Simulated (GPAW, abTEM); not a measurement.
# WSe2 monolayer, S on a Se site: independent atoms against a DFT potential

Question: image and diffraction simulations usually add up neutral spherical atoms. How large is the error for a WSe2 monolayer, S on a Se site, in scanning-probe images and phase-contrast images?

The sheet lies in the middle of a cell with vacuum above and below. All numbers are calculated.

## Step 1: Relax the structure

The density hangs on the geometry, so the atoms are relaxed first, from slightly displaced sites so that no symmetry traps them, in the host's fixed cell.

Settings: GPAW 26.7.0, PBE, 400 eV, 1×1×1 k-points, Fermi–Dirac width 0.05 eV, BFGS to 0.05 eV/Å.

```console
$ OMP_NUM_THREADS=1 mpirun -n 4 gpaw python run.py > gpaw.log
```

```text
BFGS:    0     -242.309891        2.293855
BFGS:    1     -242.549034        1.863460
BFGS:    2     -242.775010        0.463150
BFGS:    3     -242.795693        0.388513
...
BFGS:    9     -242.846043        0.072413
BFGS:   10     -242.847032        0.051561
BFGS:   11     -242.847631        0.039683
cell  9.9600 11.5008 12.5600  90.00 90.00 90.00
```

After 11 steps the energy has changed by -0.538 eV; the last force printed is 0.040 eV/Å. It took 8.8 min on 4 cores of Arm Neoverse N1 (shared host), peak memory 1.3 GiB.

Shortest distances after relaxation: S–W 2.414 Å, Se–W 2.541 Å, S–Se 3.221 Å, W–W 3.270 Å.

## Step 2: Density and charge transfer

Fast electrons feel the potential of the nuclei and of all the electrons, so the PAW density is rebuilt with its core regions. Subtracting spherical free atoms from the same code cancels the cores and leaves the deformation density Δρ, the part due to bonding.

Settings: PBE, 500 eV, 2×1×1 k-points, Fermi–Dirac width 0.05 eV; supercell of 36 atoms.

```console
$ OMP_NUM_THREADS=1 mpirun -n 4 gpaw python run.py > gpaw.log
```

```text
|iter:   1|       0s | -245.284952 | +0.02 |       |
|iter:   2|      22s | -245.333499 | -1.29 | -1.21 |
|iter:   3|      44s | -247.520260 | -0.89 | -1.25 |
...
|iter:  17|     385s | -243.146107c| -7.03 | -4.92c|
|iter:  18|     414s | -243.146107c| -7.36 | -5.29c|
|iter:  19|     428s | -243.146107c| -7.57c| -5.42c|
```

```text
grid (108, 120, 140)  electrons 1686.000  moved by bonding 7.871 e
deformation density beyond 0.5 A of the nuclei: max 0.150, min -0.119 e/A^3
```

Deformation density in a plane through the shortest contact of the S atom at the origin, in 0.01 e/Å³ (clipped at ±99); x from -1.6 to 4.0 Å, y from 2.4 down to -2.4 Å:

```text
  2  11   4  -4   .   .  -4  -8  -5  -1  -1  -2  -2  -2  -2   0
  3   9   2  -4  -4   .   1  -5  -2   0   0  -1  -1  -2  -2   0
  1   3   0  -4  -2  -4  -6  -2   1   2   0  -1   0   2   1   0
 -1   0   1   5  11   9   3   2   2   1  -3  -5   0   6   7   2
 -2  -1   0   5  12   9   5   4   0  -4  -5  -8  -3   5   7   3
 -1  -2  -3  -4   .  -5   2   8   1  -5   1   .  -2  -3   1   1
 -1  -1  -1  -3   .   .   6  14   4  -6   .   .  -4  -9  -5  -1
 -1   0   3   8   .  -5   5  10   2  -5  -4   .   1  -7  -2   0
  0   0   1   3   0  -4   0   2  -1  -4  -2  -3  -5  -2   1   2
  0   0   0   0  -1  -2  -1   0   1   5   9   6   1   1   2   1
  0   0   0  -1  -1  -1  -2  -1   1   6   9   7   4   3   0  -3
  0   0   0   0  -1  -1  -2  -2  -3  -3  -6  -8   1   5   0  -4
  0   0   0   0  -1  -1  -1  -2  -1   .   .   .   1  11   3  -4
```

Atoms in or within 0.15 Å of the plane: W (0.2, 2.4), W (2.4, 0.0), S (0.0, 0.0) Å. Dots mark points within about 0.45 Å of a nucleus; large values next to them are atomic features.

Along the shortest contact from the S atom at the map's origin, S–W at 2.41 Å, Δρ is +0.11 e/Å³ at the midpoint and highest, +0.15, 0.97 Å from S (points within 0.5 Å of a nucleus left out): a bond charge, the mark of covalency, pulled towards S. At the midpoints of other shortest contacts it is +0.11 (W–Se, 2.54 Å), -0.01 (Se–S, 3.22 Å), +0.02 (W–W, 3.27 Å) and 0.00 (Se–Se, 3.30 Å) e/Å³. Point values carry grid noise of about 0.01 e/Å³. The run needed 19 iterations, 9 min.

Atoms whose charge stands out: S36 -0.122, W7 +0.123, W11 +0.121, W8 +0.119, W1 +0.100, W2 +0.100 e; averages by element: W +0.107, Se -0.051, S -0.122 e.

## Step 3: Scanning probe: integrated centre of mass and ABF

The integrated centre-of-mass signal follows the projected potential of a thin sample, so it responds to any shift of charge; annular bright field is given beside it. The probe is focused on the sheet.

Settings: abTEM 1.0.9, 80 kV, 2×1×1 cells, grid 144×83, 14 slices, atoms at rest, semi-angle 25 mrad, ABF 12–25 mrad, Gaussian source blur σ = 0.35 Å; iCOM in arbitrary units. Columns, named by their atoms per repeat: SeS (4.98, 6.71), W_1st (6.62, 5.77), Se2_2nd (6.63, 3.84), W_3rd (4.98, 2.89), W_far (9.96, 0.01), Se2_far (1.66, 0.96), void (8.22, 4.89) Å; 'void' is a point in the widest open channel, away from the defect; 1st, 2nd and so on count shells round it.

| column | iCOM − void, atoms | bonded | change (%) | ABF, atoms (%) | bonded (%) |
| --- | --- | --- | --- | --- | --- |
| SeS | 0.0308 | 0.0301 | -2.4 | 69.82 | 69.85 |
| W_1st | 0.0276 | 0.0275 | -0.3 | 68.88 | 68.87 |
| Se2_2nd | 0.0357 | 0.0351 | -1.5 | 68.04 | 68.06 |
| W_3rd | 0.0274 | 0.0274 | -0.1 | 69.18 | 69.17 |
| W_far | 0.0274 | 0.0273 | -0.1 | 69.26 | 69.25 |
| Se2_far | 0.0354 | 0.0349 | -1.5 | 68.28 | 68.30 |

Against the void, SeS changes by -2.4 % and W_3rd by -0.1 %. Screening by site charges alone doesn't account for these signs and sizes; the redistribution between atoms, bonds and voids matters as well. At these points the largest ABF change is 0.028 % of the beam. Time: 39 s.

## Step 4: Phase-contrast images through focus

Defocus sets how strongly, and with which sign, the lens passes each spatial frequency; bonding changes the potential mostly at the lowest ones. Defocus counts from the exit plane, 5.8 Å below the sheet's middle.

Settings: abTEM 1.0.9, 80 kV, 1×1×1 cells, grid 125×144, 14 slices, atoms at rest, Cs 2 μm, focal spread 40 Å, aperture 35 mrad; positive defocus is underfocus. Intensity relative to vacuum, independent atoms / with bonding. Columns, named by their atoms per repeat: SeS (4.98, 6.71), W_1st (6.62, 5.77), Se2_2nd (6.63, 3.84), W_3rd (4.98, 2.89), W_far (9.96, 0.01), Se2_far (1.66, 0.96), void (8.22, 4.89) Å; 'void' is a point in the widest open channel, away from the defect; 1st, 2nd and so on count shells round it.

```
defocus (Å)            SeS          W_1st        Se2_2nd          W_3rd          W_far           void
       -200  0.986 / 0.984  0.934 / 0.935  0.994 / 0.993  0.917 / 0.918  0.933 / 0.934  0.838 / 0.837
       -130  1.289 / 1.280  1.129 / 1.133  1.300 / 1.293  1.108 / 1.112  1.105 / 1.109  0.640 / 0.643
         20  0.790 / 0.791  0.776 / 0.775  0.717 / 0.717  0.772 / 0.772  0.777 / 0.776  1.023 / 1.022
        130  0.768 / 0.775  0.893 / 0.891  0.759 / 0.766  0.902 / 0.901  0.906 / 0.904  1.514 / 1.509
        200  1.069 / 1.069  0.998 / 0.999  1.047 / 1.045  0.980 / 0.981  0.974 / 0.975  0.872 / 0.871
```

The largest change at any listed point, and its share of that image's contrast range (maximum minus minimum): 0.002 (1 %) at -200 Å, 0.009 (1 %) at -130 Å, 0.001 (0 %) at 20 Å, 0.007 (1 %) at 130 Å, 0.002 (1 %) at 200 Å.

## Step 5: Answer

Putting the DFT potential in place of independent atoms changes iCOM column contrast by -2.4 to -0.1 % and phase contrast by up to 1 % of its range. The shortest bond, S–W, has Δρ = +0.11 e/Å³ at its midpoint, a covalent bond charge. Limits: the bonding term is static and added to Lobato atoms; no inelastic scattering; a small supercell, so defects interact.

[Outputs are excerpts: Python notices, other lines and further rows are left out; steps that failed or that the build refused (PBEsol, TPSS) are not shown.]

[Logs are printed without paths, hosts, clocks, repeated set-up lines and the standing remarks that a program may print on its own settings, such as how far it seeks lower states.]
